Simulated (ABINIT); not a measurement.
# KF (Carobbiite): G0W0 in ABINIT against the screening cutoff in the self-energy

How does the gap of KF (Carobbiite) converge in the screening cutoff in the self-energy?

Program: ABINIT 10.8.3. Level of theory: LDA and many-body steps on it, plane waves. Results are calculated unless marked as measured.

## Step 1: The starting structure

Symmetry: Fm-3m, No. 225, cubic system. The conventional cell has a = 5.344 Å, b = 5.344 Å, c = 5.344 Å, α = 90.00°, β = 90.00°, γ = 90.00°. Nearest to K lie 6 F at 2.67 Å. Nearest to F lie 6 K at 2.67 Å. Farther neighbours and most contacts between anions are not listed.

The cell and positions come from the Crystallography Open Database and are kept as given unless a step says otherwise.

## Step 2: Screening, 4×4×4 mesh, 94 bands, screening to 176.9 eV

This step: ABINIT 10.8.3; RPA screening on LDA, plane waves, norm-conserving pseudopotentials.

The RPA dielectric matrix is built and inverted for each q.

The input, run.abi:

```
acell 3*1.0 Angstrom
rprim 
  -0.000000000000 2.671850000000 2.671850000000
  2.671850000000 -0.000000000000 2.671850000000
  2.671850000000 2.671850000000 0.000000000000
ntypat 2
znucl 19 9
natom 2
typat 1 2
xred 
  0.000000000000 0.000000000000 0.000000000000
  0.500000000000 0.500000000000 0.500000000000
pp_dirpath "pseudos"
pseudos "K.upf, F.upf"
ecut 36
ngkpt 4 4 4
nshiftk 1
shiftk 0 0 0
kptopt 1
chksymbreak 0
istwfk *1
occopt 1
irdwfk 1
optdriver 3
nband 94
ecuteps 6.5
inclvkb 2
awtr 1
symchi 1
indata_prefix "in"
outdata_prefix "out"
tmpdata_prefix "tmp"
```

The run is started by

```console
$ OMP_NUM_THREADS=1 mpirun -n 4 abinit run.abi > log
```

What it wrote:

```text
.Version 10.8.3 of ABINIT. v10.8.2 released Aug 2026.

 Symmetries : space group Fm -3 m (#225); Bravais cF (face-center cubic)
[... echo of the input left out ...]
== DATASET  1 ==================================================================
-   mpi_nproc: 4, omp_nthreads: 1 (-1 if OMP is not activated)

--- !DatasetInfo
iteration_state: {dtset: 1, }
dimensions: {natom: 2, nkpt: 8, mband: 94, nsppol: 1, nspinor: 1, nspden: 1, mpw: 2685, }
cutoff_energies: {ecut:  36.0, pawecutdg:  -1.0, }
electrons: {nelect:   1.60000000E+01, charge:   0.00000000E+00, occopt:   1.00000000E+00, tsmear:   1.00000000E-02, }

 SCREENING: Calculation of the susceptibility and dielectric matrices

 Based on a program developped by R.W. Godby, V. Olevano, G. Onida, and L. Reining.
 Incorporated in ABINIT by V. Olevano, G.-M. Rignanese, and M. Torrent.
.Using double precision arithmetic ; gwpc =  8

[... cell and pseudopotentials left out ...]
--------------------------------------------------------------------------------

 ==== K-mesh for the wavefunctions ====
 Number of points in the irreducible wedge :     8
[... list of points left out ...]
 Together with 48 symmetry operations and time-reversal symmetry
 yields    64 points in the full Brillouin Zone.

 ==== Q-mesh for the screening function ====
 Number of points in the irreducible wedge :     8
[... list of points left out ...]
 Together with 48 symmetry operations and time-reversal symmetry
 yields    64 points in the full Brillouin Zone.

 setmesh: FFT mesh size selected  =    27x   27x   27
          total number of points  =        19683

 vcoul_init : cutoff-mode = AUXILIARY_FUNCTION
 q-points for optical limit:   1
     1)      0.000010    0.000020    0.000030

- screening: taking advantage of time-reversal symmetry
- Maximum band index for partially occupied states nbvw = 8
- Remaining bands to be divided among processors   nbcw = 86
- Number of bands treated by each node ~21

 Number of electrons calculated from density =   16.0000; Expected =   16.0000
 average of density, n =  0.062152
 r_s =    1.5661
 omega_plasma =   24.0483 [eV]

 calculating chi0 at frequencies [eV] :
  1    0.000000E+00    0.000000E+00
  2    0.000000E+00    2.404829E+01

--------------------------------------------------------------------------------
  q-point number  1        q = ( 0.000000, 0.000000, 0.000000) [r.l.u.]
--------------------------------------------------------------------------------
[... chi0 elements left out ...]
 For q-point:  0.000010 0.000020 0.000030
  dielectric constant =   1.9536
  dielectric constant without local fields =   2.1659

  Average fulfillment of the sum rule on Im[epsilon] for q-point    1 :     65.35  [%]
[... wings left out ...]
  q-point number  2        q = ( 0.250000, 0.000000, 0.000000) [r.l.u.]
--------------------------------------------------------------------------------
[... chi0 elements left out ...]
  Average fulfillment of the sum rule on Im[epsilon] for q-point    2 :     74.89  [%]

 [... 6 further q-points ...]
```

Wall time 15 s (4 MPI ranks of Arm Neoverse V1, shared host); peak memory 0.64 GiB; 58 s of CPU time.

This step gave:

```
ε∞ with local fields, on this mesh, along the program's q direction : 1.954
the same without local fields                                       : 2.166
plasma frequency                                                    : 24.05 eV
plane waves in the screening matrix                                 : 181
```

Local fields lower ε∞ by 10 %. On a Γ-centred mesh this coarse the value itself is usually too large, while a short band sum pulls it down.

## Step 3: 0.7 Ha

This step: G0W0 on LDA, plane waves, norm-conserving pseudopotentials.

run.abi, as its differences from that of step 2:

```diff
@@ -23,8 +23,15 @@
 irdwfk 1
-optdriver 3
+optdriver 4
 nband 94
-ecuteps 6.5
-inclvkb 2
-awtr 1
-symchi 1
+gwcalctyp 0
+ecutsigx 36
+symsigma 1
+nkptgw 1
+kptgw 
+  0.0000000000 0.0000000000 0.0000000000
+bdgw 
+  6 12
+ecuteps 0.7
+irdscr 1
+ppmodel 1
 indata_prefix "in"
```

What it wrote:

```text
.Version 10.8.3 of ABINIT. v10.8.2 released Aug 2026.

 Symmetries : space group Fm -3 m (#225); Bravais cF (face-center cubic)
[... echo of the input left out ...]
== DATASET  1 ==================================================================
-   mpi_nproc: 4, omp_nthreads: 1 (-1 if OMP is not activated)

--- !DatasetInfo
iteration_state: {dtset: 1, }
dimensions: {natom: 2, nkpt: 8, mband: 94, nsppol: 1, nspinor: 1, nspden: 1, mpw: 2685, }
cutoff_energies: {ecut:  36.0, pawecutdg:  -1.0, }
electrons: {nelect:   1.60000000E+01, charge:   0.00000000E+00, occopt:   1.00000000E+00, tsmear:   1.00000000E-02, }

 SIGMA: Calculation of the GW corrections

 Based on a program developped by R.W. Godby, V. Olevano, G. Onida, and L. Reining.
 Incorporated in ABINIT by V. Olevano, G.-M. Rignanese, and M. Torrent.
.Using double precision arithmetic ; gwpc =  8

[... cell and pseudopotentials left out ...]
--------------------------------------------------------------------------------

 ==== K-mesh for the wavefunctions ====
 Number of points in the irreducible wedge :     8
[... list of points left out ...]
 Together with 48 symmetry operations and time-reversal symmetry
 yields    64 points in the full Brillouin Zone.

 ==== Q-mesh for screening function ====
 Number of points in the irreducible wedge :     8
[... list of points left out ...]
 Together with 48 symmetry operations and time-reversal symmetry
 yields    64 points in the full Brillouin Zone.

 vcoul_init : cutoff-mode = AUXILIARY_FUNCTION
 q-points for optical limit:   1
     1)      0.000010    0.000020    0.000030
 setmesh: FFT mesh size selected  =    40x   40x   40
          total number of points  =        64000

 Number of electrons calculated from density =   16.0000; Expected =   16.0000
 average of density, n =  0.062152
 r_s =    1.5661
 omega_plasma =   24.0483 [eV]

 === KS Band Gaps ===
  >>>> For spin  1
   Minimum direct gap =   5.8215 [eV], located at k-point      :   0.0000  0.0000  0.0000
   Fundamental gap    =   5.8215 [eV], Top of valence bands at :   0.0000  0.0000  0.0000
                                       Bottom of conduction at :   0.0000  0.0000  0.0000
 SIGMA fundamental parameters:
 PLASMON POLE MODEL  1
 number of plane-waves for SigmaX                 2685
 number of plane-waves for SigmaC and W              9
 number of plane-waves for wavefunctions          2685
 number of bands                                    94
 number of independent spin polarizations            1
 number of spinorial components                      1
 number of k-points in IBZ                           8
 number of q-points in IBZ                           8
 number of symmetry operations                      48
 number of k-points in BZ                           64
 number of q-points in BZ                           64
 number of frequencies for dSigma/dE                 9
 frequency step for dSigma/dE [eV]                0.25
 number of omega for Sigma on real axis              0
 max omega for Sigma on real axis  [eV]           0.00
 zcut for avoiding poles [eV]                     0.10

 EPSILON^-1 parameters (SCR file):
 dimension of the eps^-1 matrix on file            181
 dimension of the eps^-1 matrix used                 9
 number of plane-waves for wavefunctions          2685
 number of bands                                    94
 number of q-points in IBZ                           8
 number of frequencies                               2
 number of real frequencies                          1
 number of imag frequencies                          1

 matrix elements of self-energy operator (all in [eV])

 Perturbative Calculation

--- !SelfEnergy_ee
iteration_state: {dtset: 1, }
kpoint     : [   0.000,    0.000,    0.000, ]
spin       : 1
KS_gap     :    5.821
QP_gap     :   12.064
Delta_QP_KS:    6.243
data: !SigmaeeData |
     Band     E0 <VxcDFT>   SigX SigC(E0)      Z dSigC/dE  Sig(E)    E-E0       E
        6  -0.305 -21.597 -29.368   2.835   0.886  -0.128 -25.973  -4.376  -4.681
        7  -0.305 -21.597 -29.368   2.835   0.886  -0.128 -25.973  -4.376  -4.681
        8  -0.305 -21.597 -29.368   2.835   0.886  -0.128 -25.973  -4.376  -4.681
        9   5.516  -8.806  -4.130  -2.620   0.908  -0.102  -6.939   1.867   7.383
       10  10.239 -11.047  -4.836  -2.731   0.904  -0.106  -7.902   3.145  13.384
       11  10.239 -11.047  -4.836  -2.731   0.904  -0.106  -7.902   3.145  13.384
       12  10.239 -11.047  -4.836  -2.731   0.904  -0.106  -7.902   3.145  13.384

== END DATASET(S) ==============================================================
================================================================================

 -outvars: echo values of variables after computation  --------
           etotal      0.0000000000E+00
            nband          94
             nkpt           8
          spgroup         225
 [... the other variables as echoed above ...]

 Calculation completed.
```

Wall time 2.7 s (4 MPI ranks); peak memory 0.14 GiB.

This step gave:

| Item | Value |
| --- | --- |
| G0W0 gap on the points computed | 12.06 eV |
| starting gap on the mesh | 5.821 eV |
| k of the valence top | 0, 0, 0 |
| k of the conduction bottom | 0, 0, 0 |
| Z at the valence top | 0.886 |
| Z at the conduction bottom | 0.908 |
| least direct G0W0 gap on the computed points | 12.06 eV |

## Step 4: 1.3 Ha

run.abi, as its differences from that of step 3:

```diff
@@ -33,3 +33,3 @@
   6 12
-ecuteps 0.7
+ecuteps 1.3
 irdscr 1
```

What it wrote:

```text
.Version 10.8.3 of ABINIT. v10.8.2 released Aug 2026.

 Symmetries : space group Fm -3 m (#225); Bravais cF (face-center cubic)
[... echo of the input left out ...]
== DATASET  1 ==================================================================
-   mpi_nproc: 4, omp_nthreads: 1 (-1 if OMP is not activated)

--- !DatasetInfo
iteration_state: {dtset: 1, }
dimensions: {natom: 2, nkpt: 8, mband: 94, nsppol: 1, nspinor: 1, nspden: 1, mpw: 2685, }
cutoff_energies: {ecut:  36.0, pawecutdg:  -1.0, }
electrons: {nelect:   1.60000000E+01, charge:   0.00000000E+00, occopt:   1.00000000E+00, tsmear:   1.00000000E-02, }

 SIGMA: Calculation of the GW corrections

 Based on a program developped by R.W. Godby, V. Olevano, G. Onida, and L. Reining.
 Incorporated in ABINIT by V. Olevano, G.-M. Rignanese, and M. Torrent.
.Using double precision arithmetic ; gwpc =  8

[... cell and pseudopotentials left out ...]
--------------------------------------------------------------------------------

 ==== K-mesh for the wavefunctions ====
 Number of points in the irreducible wedge :     8
[... list of points left out ...]
 Together with 48 symmetry operations and time-reversal symmetry
 yields    64 points in the full Brillouin Zone.

 ==== Q-mesh for screening function ====
 Number of points in the irreducible wedge :     8
[... list of points left out ...]
 Together with 48 symmetry operations and time-reversal symmetry
 yields    64 points in the full Brillouin Zone.

 vcoul_init : cutoff-mode = AUXILIARY_FUNCTION
 q-points for optical limit:   1
     1)      0.000010    0.000020    0.000030
 setmesh: FFT mesh size selected  =    40x   40x   40
          total number of points  =        64000

 Number of electrons calculated from density =   16.0000; Expected =   16.0000
[...]
number of q-points in BZ                           64
 number of frequencies for dSigma/dE                 9
 frequency step for dSigma/dE [eV]                0.25
 number of omega for Sigma on real axis              0
 max omega for Sigma on real axis  [eV]           0.00
 zcut for avoiding poles [eV]                     0.10

 EPSILON^-1 parameters (SCR file):
 dimension of the eps^-1 matrix on file            181
 dimension of the eps^-1 matrix used                15
 number of plane-waves for wavefunctions          2685
 number of bands                                    94
 number of q-points in IBZ                           8
 number of frequencies                               2
 number of real frequencies                          1
 number of imag frequencies                          1

 matrix elements of self-energy operator (all in [eV])

 Perturbative Calculation

--- !SelfEnergy_ee
iteration_state: {dtset: 1, }
kpoint     : [   0.000,    0.000,    0.000, ]
spin       : 1
KS_gap     :    5.821
QP_gap     :   11.257
Delta_QP_KS:    5.435
data: !SigmaeeData |
     Band     E0 <VxcDFT>   SigX SigC(E0)      Z dSigC/dE  Sig(E)    E-E0       E
        6  -0.305 -21.597 -29.368   3.292   0.865  -0.155 -25.473  -3.876  -4.182
        7  -0.305 -21.597 -29.368   3.292   0.865  -0.155 -25.473  -3.876  -4.182
        8  -0.305 -21.597 -29.368   3.292   0.865  -0.155 -25.473  -3.876  -4.182
        9   5.516  -8.806  -4.130  -2.945   0.901  -0.110  -7.247   1.559   7.075
       10  10.239 -11.047  -4.836  -2.924   0.897  -0.114  -8.098   2.949  13.188
       11  10.239 -11.047  -4.836  -2.924   0.897  -0.114  -8.098   2.949  13.188
       12  10.239 -11.047  -4.836  -2.924   0.897  -0.114  -8.098   2.949  13.188

== END DATASET(S) ==============================================================
================================================================================

 -outvars: echo values of variables after computation  --------
           etotal      0.0000000000E+00
            nband          94
             nkpt           8
          spgroup         225
 [... the other variables as echoed above ...]

 Calculation completed.
```

It took 2.7 s on 4 MPI ranks; peak memory 0.14 GiB; 11 s of CPU time.

Numbers from this step:

```
G0W0 gap on the points computed              : 11.26 eV
starting gap on the mesh                     : 5.821 eV
k of the valence top                         : 0, 0, 0
k of the conduction bottom                   : 0, 0, 0
Z at the valence top                         : 0.865
Z at the conduction bottom                   : 0.901
least direct G0W0 gap on the computed points : 11.26 eV
```

## Step 5: 2.3 Ha

The self-energy is evaluated for the states that the input lists, and the levels follow from it, in one-shot runs by the linearised quasiparticle equation.

run.abi, as its differences from that of step 4:

```diff
@@ -33,3 +33,3 @@
   6 12
-ecuteps 1.3
+ecuteps 2.3
 irdscr 1
```

What it wrote:

```text
.Version 10.8.3 of ABINIT. v10.8.2 released Aug 2026.

 Symmetries : space group Fm -3 m (#225); Bravais cF (face-center cubic)
[... echo of the input left out ...]
== DATASET  1 ==================================================================
-   mpi_nproc: 4, omp_nthreads: 1 (-1 if OMP is not activated)

--- !DatasetInfo
iteration_state: {dtset: 1, }
dimensions: {natom: 2, nkpt: 8, mband: 94, nsppol: 1, nspinor: 1, nspden: 1, mpw: 2685, }
cutoff_energies: {ecut:  36.0, pawecutdg:  -1.0, }
[...]
10  10.239 -11.047  -4.836  -3.074   0.892  -0.121  -8.250   2.797  13.036
       11  10.239 -11.047  -4.836  -3.074   0.892  -0.121  -8.250   2.797  13.036
       12  10.239 -11.047  -4.836  -3.074   0.892  -0.121  -8.250   2.797  13.036

== END DATASET(S) ==============================================================
================================================================================

 -outvars: echo values of variables after computation  --------
           etotal      0.0000000000E+00
            nband          94
             nkpt           8
          spgroup         225
 [... the other variables as echoed above ...]

 Calculation completed.
```

Wall time 2.9 s (4 MPI ranks); peak memory 0.14 GiB; 11 s of CPU time.

Numbers from this step:

```
G0W0 gap on the points computed              : 10.22 eV
starting gap on the mesh                     : 5.821 eV
k of the valence top                         : 0, 0, 0
k of the conduction bottom                   : 0, 0, 0
least direct G0W0 gap on the computed points : 10.22 eV
```

The gap on the mesh goes from 5.82 eV to 10.22 eV, a correction of +4.40 eV.

(Part 1 of 2 ends here.)

[Paths, hosts, dates, memory and timing lines, banners, echoed tables and standing remarks are left out of the program output.]

[Logs are printed without paths, hosts, clocks, repeated set-up lines and the standing remarks that a program may print on its own settings, such as how far it seeks lower states.]

[Runs of the session that timed out or met a known fault of the program may be left out.]

[No measured gap is set beside runs whose start may be inverted or whose files or cutoffs have a known fault.]

[Hosts, paths, dates, database ids (printed as entryN), source tags and the programs' standing remarks are cut or masked in the printed files.]

[G0W0 gaps are taken among the corrected bands and points alone; a level outside them can change the order at an edge.]

[Where Ansatz stands beside ABINIT at settings called matched, ABINIT's density can come from a denser mesh and the files from another edition; pairs whose starting gaps differed by over 0.03 eV were left out, so agreement reads better than it is.]
